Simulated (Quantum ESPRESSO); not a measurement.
# λ and ρ(T) of Nb (Im-3m) from pw.x, ph.x and EPW, part 4 of 4

Aim: the electron–phonon coupling and the phonon-limited resistivity of Nb (Im-3m), by Wannier interpolation to fine meshes.

Quantum ESPRESSO 7.5; DFT LDA, scalar-relativistic, plane waves, PseudoDojo 0.4.1 norm-conserving pseudopotentials.

So far, coupling constant λ: step 8 (coupling and Tc: fine k 20×20×20, q 10×10×10, width 0.15 …) 1.56. Also resistivity at 300 K (μΩ cm): step 9 (resistivity: fine k 24×24×24, q 12×12×12, adaptive width …) 16.4.

### 10. Resistivity, input with a fault, fine q mesh 16×16×16, fine mesh 16×16×16

A variant of the settings follows.

bad.in reads:

```
--
 &inputepw
    prefix='x',
    outdir='./tmp',
    dvscf_dir='./save',
    elph=.true.,
    etf_mem=1,
    nbndsub=9,
    bands_skipped='exclude_bands = 1-4',
    use_ws=.true.,
    vme='wannier',
    asr_typ='crystal',
    nk1=12,
    nk2=12,
    nk3=12,
    nq1=6,
    nq2=6,
    nq3=6,
    amass(1)=92.9064,
    epwwrite=.false.,
    epwread=.true.,
    wannierize=.false.,
    nkf1=16,
    nkf2=16,
    nkf3=16,
    nqf1=16,
    nqf2=16,
    nqf3=16,
    mp_mesh_k=.true.,
    scattering=.true.,
    iterative_bte=.true.,
    epmatkqread=.false.,
    assume_metal=.true.,
    int_mob=.false.,
    carrier=.false.,
    ngaussw=-99,
    mob_maxiter=200,
    broyden_beta=0.7,
    fsthick=0.05,
    degaussw=0.0,
    nstemp=6,
    temps=150 200 273 300 400 500,
    restart=.false.,
    selecqread=.false.,
 /
```

Command:

```bash
OMP_NUM_THREADS=1 mpirun -n 16 epw.x -nk 16 -in bad.in > bad.out
```

The log of the run:

```text
[the first part of the log is left out]
     =============================================================================================
     Start solving iterative Boltzmann Transport Equation
     =============================================================================================
     Iteration number:         1
     =============================================================================================
       Temp     Fermi        DOS        Population SR                 Conductivity
        [K]      [eV]    [states/Ry] [carriers per cell]               [Ohm.cm]^-1
     =============================================================================================
      150.000  18.7146   0.15647E+02   0.33751E-13    0.228977E+06    0.705525E-12    0.388039E-11
                                       0.19540E-13    0.282210E-11    0.228977E+06   -0.352762E-12
                                       0.17764E-13   -0.211657E-11   -0.705525E-12    0.228977E+06
      200.000  18.7177   0.12644E+01  -0.88818E-14    0.140589E+06    0.211657E-11    0.352762E-12
                                      -0.12434E-13    0.141105E-11    0.140589E+06   -0.141105E-11
                                       0.17764E-14   -0.529144E-12    0.881906E-12    0.140589E+06
      273.000  18.7215   0.29835E-01   0.62172E-14    0.817419E+05   -0.352762E-12    0.617334E-12
                                       0.88818E-15    0.141105E-11    0.817419E+05   -0.529144E-12
                                      -0.88818E-15   -0.352762E-12   -0.529144E-12    0.817419E+05
      300.000  18.7227   0.93703E-02  -0.44409E-14    0.691953E+05    0.881906E-12    0.352762E-12
                                       0.44409E-14   -0.176381E-12    0.691953E+05   -0.529144E-12
                                       0.35527E-14    0.705525E-12   -0.123467E-11    0.691953E+05
      400.000  18.7261   0.31062E-03   0.62172E-14    0.413575E+05    0.705525E-12    0.926001E-12
                                      -0.62172E-14    0.176381E-12    0.413575E+05    0.881906E-13
                                       0.35527E-14    0.114648E-11    0.000000E+00    0.413575E+05
      500.000  18.7287   0.23940E-04   0.66613E-15    0.275603E+05    0.440953E-13    0.440953E-13
                                      -0.15543E-14   -0.132286E-12    0.275603E+05    0.308667E-12
                                       0.13323E-14   -0.176381E-12   -0.881906E-13    0.275603E+05
                                                      0.228977E+06    Max error
     [...]
     Iteration number:        26
     =============================================================================================
       Temp     Fermi        DOS        Population SR                 Conductivity
        [K]      [eV]    [states/Ry] [carriers per cell]               [Ohm.cm]^-1
     =============================================================================================
      150.000  18.7146   0.15647E+02  -0.10658E-13    0.230620E+06    0.176381E-11    0.599696E-11
                                       0.24869E-13   -0.105829E-11    0.230620E+06   -0.458591E-11
                                       0.24869E-13   -0.317486E-11   -0.388039E-11    0.230620E+06
      200.000  18.7177   0.12644E+01   0.71054E-14    0.141604E+06   -0.458591E-11   -0.194019E-11
                                       0.71054E-14   -0.317486E-11    0.141604E+06    0.405677E-11
                                      -0.53291E-14   -0.529144E-11    0.176381E-11    0.141604E+06
      273.000  18.7215   0.29835E-01  -0.44409E-14    0.823446E+05    0.000000E+00    0.617334E-12
                                       0.11546E-13   -0.705525E-12    0.823446E+05    0.105829E-11
                                       0.17764E-14   -0.793716E-12    0.176381E-12    0.823446E+05
      300.000  18.7227   0.93703E-02   0.22204E-14    0.697106E+05   -0.123467E-11    0.000000E+00
                                       0.44409E-14   -0.881906E-12    0.697106E+05   -0.529144E-12
                                      -0.17764E-14   -0.440953E-12    0.167562E-11    0.697106E+05
      400.000  18.7261   0.31062E-03   0.35527E-14    0.416782E+05   -0.176381E-12    0.000000E+00
                                       0.17764E-14    0.529144E-12    0.416782E+05    0.705525E-12
                                      -0.44409E-15    0.881906E-12   -0.176381E-12    0.416782E+05
      500.000  18.7287   0.23940E-04  -0.24425E-14    0.277845E+05   -0.264572E-12    0.440953E-13
                                      -0.15543E-14   -0.264572E-12    0.277845E+05   -0.837811E-12
                                       0.48850E-14    0.881906E-12    0.000000E+00    0.277845E+05
                                                      0.762404E-06    Max error
```

The job ended after 8.9 min (16 MPI ranks of Arm Neoverse V1, shared host; 2.4 h of CPU time).

This step gave:

| Quantity | Value |
| --- | --- |
| iterations | 26 |
| resistivity at 300 K | 14.35 μΩ cm |

Resistivity, by row:

```tsv
T (K)	rho_xx (μΩ cm)	rho_yy	rho_zz	relaxation-time approximation, mean of the axes (μΩ cm)
150	4.336	4.336	4.336	4.267
200	7.062	7.062	7.062	6.952
273	12.14	12.14	12.14	11.96
300	14.35	14.35	14.35	14.13
400	23.99	23.99	23.99	23.64
500	35.99	35.99	35.99	35.49
```

This input has a window narrower than the thermal spread, and its ρ(300 K) = 14.3 μΩ cm is no result.

### 11. Coupling and Tc: fine k 32×32×32, q 16×16×16, width 0.1 eV, window 0.41 eV

The sum is repeated with other meshes, delta width and window to test it.

a2f-2.in reads:

```
--
 &inputepw
    prefix='x',
    outdir='./tmp',
    dvscf_dir='./save',
    elph=.true.,
    etf_mem=1,
    nbndsub=9,
    bands_skipped='exclude_bands = 1-4',
    use_ws=.true.,
    vme='wannier',
    asr_typ='crystal',
    nk1=12,
    nk2=12,
    nk3=12,
    nq1=6,
    nq2=6,
    nq3=6,
    amass(1)=92.9064,
    epwwrite=.false.,
    epwread=.true.,
    wannierize=.false.,
    nkf1=32,
    nkf2=32,
    nkf3=32,
    nqf1=16,
    nqf2=16,
    nqf3=16,
    mp_mesh_k=.true.,
    ephwrite=.true.,
    eliashberg=.true.,
    liso=.true.,
    limag=.true.,
    tc_linear=.true.,
    tc_linear_solver='lapack',
    fsthick=0.41,
    degaussw=0.1,
    degaussq=0.5,
    nqstep=500,
    muc=0.13,
    wscut=0.3,
    nsiter=500,
    nstemp=7,
    temps=0.5 1.0 2.0 4.0 8.0 16.0 32.0,
 /
```

Command:

```bash
OMP_NUM_THREADS=1 mpirun -n 16 epw.x -nk 16 -in a2f-2.in > a2f-2.out
```

The log of the run:

```text
[the first part of the log is left out]
            Electron smearing (eV) =    0.100000000000000D+00
                 Fermi window (eV) =    0.410000000000000D+00
     Finish writing .ephmat files
     ===================================================================
     Memory usage:  VmHWM =        81Mb
                   VmPeak =       688Mb
     ===================================================================
     Finish writing dos file x.dos
     Finish writing phdos files x.phdos and x.phdos_proj
     ===================================================================
     Solve isotropic Eliashberg equations
     ===================================================================
     Finish reading freq file
                  Fermi level (eV) =     1.8730009759E+01
     DOS(states/spin/eV/Unit Cell) =     7.1234186415E-01
            Electron smearing (eV) =     1.0000000000E-01
                 Fermi window (eV) =     4.1000000000E-01
     Nr irreducible k-points within the Fermi shell =       445 out of       897
           3 bands within the Fermi window
     Finish reading egnv file
     Max nr of q-points =      2175
     Finish reading ikmap files
     Start reading .ephmat files
     Finish reading .ephmat files
     a2f file is not found to estimate initial gap: calculating a2f files
     Finish reading a2f file
     Electron-phonon coupling strength =    1.4552533
     Estimated Tc using McMillan expression =  15.7632 K for muc =   0.1300
     Estimated Tc using Allen-Dynes modified McMillan expression =  17.3918 K
     Estimated Tc using SISSO machine learning model =  18.2193 K
     Estimated w_log =  13.4970 meV
     Estimated BCS superconducting gap using McMillan Tc =   2.3907 meV
     WARNING WARNING WARNING
     The code may crash since tempsmax =   32.000 K is larger than McMillan Tc =    15.763 K
     Start: Solving (isotropic) linearized Eliashberg equation with solver = lapack
     For the first Temp.    0.50  K
       Total number of frequency points nsiw(     1) =   1108
       Cutoff frequency wscut =     0.3001
     Superconducting transition temp. Tc is the one which has Max. eigenvalue close to 1
      -----------------------------------------------------------------
             Temp.       Max.         nsiw     wscut    Nr. of iters
             (K)       eigenvalue    (itemp)   (eV)      to Converge
      -----------------------------------------------------------------
             0.50      5.5767536     1108      0.3001        1
             1.00      4.6803585      554      0.3002        1
             2.00      3.7916551      277      0.3005        1
             4.00      2.9143811      139      0.3021        1
             8.00      2.0553897       69      0.3010        1
            16.00      1.2377242       35      0.3075        1
            32.00      0.5367577       17      0.3032        1
      -----------------------------------------------------------------
     Finish: Solving (isotropic) linearized Eliashberg equation
```

Run time: 32 min. Hardware: 16 MPI ranks.

This step gave:

- coupling constant λ: 1.455
- log mean phonon energy ħω_log: 13.50 meV
- density of states at the Fermi level: 0.7123 states/eV a spin and cell

The a2F by phonon energy; read off at these points:

```tsv
phonon energy (meV)	a2F
1.0	0.00103
2.0	0.0107
3.0	0.0253
4.0	0.0579
5.0	0.138
6.0	0.143
7.0	0.206
8.0	0.237
9.0	0.277
10.0	0.309
10.4	0.330
11.0	0.280
12.0	0.235
13.0	0.446
14.0	0.613
15.0	0.599
16.0	1.11
16.1	1.18
17.0	0.810
18.0	0.529
19.0	0.605
20.0	0.568
21.0	0.490
22.0	0.526
23.0	1.10
23.8	1.24
24.0	1.19
25.0	0.402
26.0	0.135
27.0	0.0434
28.0	4.9e-4
29.0	0
```

Tc lies where the eigenvalue is 1; mu* = 0.13. Eigenvalue against temperature:

```tsv
T (K)	largest eigenvalue of the linearised gap equation
0.5	5.577
1	4.68
2	3.792
4	2.914
8	2.055
16	1.238
32	0.5368
```

λ = 1.46 and ħω_log = 13.5 meV, against 1.56 and 13.8 with fine k 20×20×20, q 10×10×10, width 0.15 eV (-6 % in λ). The eigenvalue passes 1 near 20 K.

### 12. Coupling and Tc: fine k 32×32×32, q 16×16×16, width 0.05 eV, window 0.3 eV

The sum is repeated with other delta width and window to test it.

a2f-3.in, as its differences from a2f-2.in of step 11:

```diff
@@ -35,4 +35,4 @@
     tc_linear_solver='lapack',
-    fsthick=0.41,
-    degaussw=0.1,
+    fsthick=0.3,
+    degaussw=0.05,
     degaussq=0.5,
```

Command:

```bash
OMP_NUM_THREADS=1 mpirun -n 16 epw.x -nk 16 -in a2f-3.in > a2f-3.out
```

The log of the run:

```text
[the first part of the log is left out]
     celldm(1)=    0.00000  celldm(2)=    0.00000  celldm(3)=    0.00000
     celldm(4)=    0.00000  celldm(5)=    0.00000  celldm(6)=    0.00000
     crystal axes: (cart. coord. in units of a_0)
               a(1) = (  0.0000  0.0000  0.0000 )
               a(2) = (  0.0000  0.0000  0.0000 )
               a(3) = (  0.0000  0.0000  0.0000 )
     reciprocal axes: (cart. coord. in units 2 pi/a_0)
               b(1) = (  0.0000  0.0000  0.0000 )
               b(2) = (  0.0000  0.0000  0.0000 )
               b(3) = (  0.0000  0.0000  0.0000 )
     Atoms inside the unit cell:
   Cartesian axes
     site n.  atom      mass           positions (a_0 units)
     No symmetry!
     G cutoff =    0.0000  (      0 G-vectors)     FFT grid: (  0,  0,  0)
     number of k points=    0
                       cart. coord. in units 2pi/a_0
     -------------------------------------------------------------------
     Using x.ukk from disk
     -------------------------------------------------------------------
     HDF5 is NOT used in the current build. Exciton-phonon coupling calculations are disabled.
     Symmetries of Bravais lattice:  48
     Symmetries of crystal:          48
     Do not need to read .epb files; read .fmt files
     Band disentanglement is used: nbndsub =    9
     Construct the Wigner-Seitz cell using Wannier centers and atomic positions
     Number of WS vectors for electrons     1909
     Number of WS vectors for phonons      259
     Number of WS vectors for electron-phonon      259
     Maximum number of cores for efficient parallelization      259
     Reading Hamiltonian, Dynamical matrix and EP vertex in Wann rep from file
     Finished reading Wann rep data from file
     ===================================================================
     Memory usage:  VmHWM =        79Mb
                   VmPeak =       688Mb
     ===================================================================
     Using uniform q-mesh:    16   16   16
     Size of q point mesh for interpolation:       4096
     Using uniform MP k-mesh:    32   32   32
     Size of k point mesh for interpolation:        897
     Fermi energy coarse grid =  18.698553 eV
     Skipping    4 occupied bands:
     The Fermi level will be determined with   5.00000 electrons
     Fermi energy is calculated from the fine k-mesh: Ef =  18.733330 eV
     ===================================================================
              ibndmin =     2  ebndmin =    18.435 eV
              ibndmax =     3  ebndmax =    19.032 eV
     Number of ep-matrix elements per pool :          684 ~=    5.34 Kb (@ 8 bytes/ DP)
     We only need to compute     4096 q-points
     Nr. of irreducible k-points on the uniform grid:       897
     Finish mapping k+sign*q onto the fine irreducibe k-mesh and writing .ikmap file
     Nr irreducible k-points within the Fermi shell =       344 out of       897
```

It took 21 min on 16 MPI ranks.

The run was cut off at its time limit.

### 13. Summary of results

```json
{"Wannier functions, band error": "9 functions; 3 meV r.m.s.", "coupling constant λ, fine k 32×32×32, q 16×16×16, width 0.1 eV, window 0.41 eV": "1.46", "ħω_log": "13.5 meV", "Tc at μ* = 0.13, Allen–Dynes": "17 K", "resistivity at 300 K, 24×24×24": "16.4 μΩ cm, unsound"}
```

In words: Step 8: The most distinct maxima of the a2F lie at 7.7, 14.0, 17.1, 18.8 and 23.3 meV, the highest at 23.3 meV. Step 11: Twice the integral of α²F/ω over this curve gives λ = 1.5, half of it from below 15.6 meV. Step 11: Distinct peaks of the a2F stand at 16.1 and 23.8 meV; the one at 23.8 meV is strongest. On the finest meshes run, Nb (Im-3m) has λ = 1.5 and an unconverged phonon-limited resistivity of 16.4 μΩ cm at 300 K. The resistivity rests on one fine mesh, a coarse one, and its convergence is untested: it is no result for this metal. On the finest mesh the adaptive width still reaches 0.56 eV against a window of 0.32 eV; the window, which cuts off final states, was not widened. N(E_F) runs from 0.64 to 0.71 states/eV a spin over these sums; λ is quoted for fine k 32×32×32, q 16×16×16, width 0.1 eV. The Eliashberg Tc is interpolated in log T between temperatures a factor of two apart, and its μ* acts up to a cut-off of 0.3 eV, so it weighs less than the same number in Allen and Dynes's formula. The relaxed volume lies -6.9 % from the database entry, which shifts the phonons and with them λ and ρ. Over the sums on sound settings, λ spans 1.46 to 1.56, and the Allen–Dynes Tc 17 to 19 K. Between 150 and 500 K the resistivity rises by a factor of 3.03, against 3.33 for a straight line through the origin; phonon scattering should fall faster than that line on cooling, so the temperature dependence is not converged. The Sommerfeld coefficient follows from γ = (π²/3) k_B² N(E_F)(1 + λ), with twice the density of states a spin that EPW reads on the fine mesh at this width. Measured: resistivity: 15.2 μΩ cm at 273 K (at 273 K; handbook value for the pure polycrystalline metal; quoted in “CRC Handbook of Chemistry and Physics, 84th edition, Electrical Resistivity of Pure Metals”, 2003, CRC Press, section 12, read from Wikipedia's data page); the unsound value above is not graded against it. The q mesh of ph.x (6×6×6), the k mesh and smearing of the ground state (12×12×12) and EPW's coarse k mesh (12×12×12) were not varied. Only scattering by harmonic phonons counts; impurities, grain boundaries and thermal expansion are left out, and μ* is typed.

Calculation against experiment:

```
                                                   quantity  measured  k 20×20×20, 0.15 eV  k 32×32×32, 0.1 eV      Allen–Dynes        Eliashberg
    Sommerfeld coefficient γ (per mole of Nb) (mJ/(mol K²))       7.9        7.72 (-2.3 %)       8.25 (+4.4 %)                -                 -
superconducting transition temperature (μ* = 0.13) (kelvin)      9.25                    -                   -  17.39 (+88.0 %)  20.24 (+118.8 %)
```

Measured values from NBS Monograph 21, table 3 (1960) and arxiv:cond-mat/0410302 (2005).

How well it matches: For the Sommerfeld coefficient γ, of the levels listed nearest comes k 20×20×20, 0.15 eV (-2.3 %, good agreement) and farthest k 32×32×32, 0.1 eV (+4.4 %, good agreement). For the superconducting transition temperature, of the levels listed nearest comes Allen–Dynes (+88.0 %, a clear miss) and farthest Eliashberg (+118.8 %, a clear miss). Limits of convergence are named above.

[The logs of pw.x and epw.x are selected lines.]

[Logs are printed without paths, hosts, clocks, repeated set-up lines and the standing remarks that a program may print on its own settings, such as how far it seeks lower states.]

[Hosts, paths, dates, database ids (printed as entryN), source tags and the programs' standing remarks are cut or masked in the printed files.]
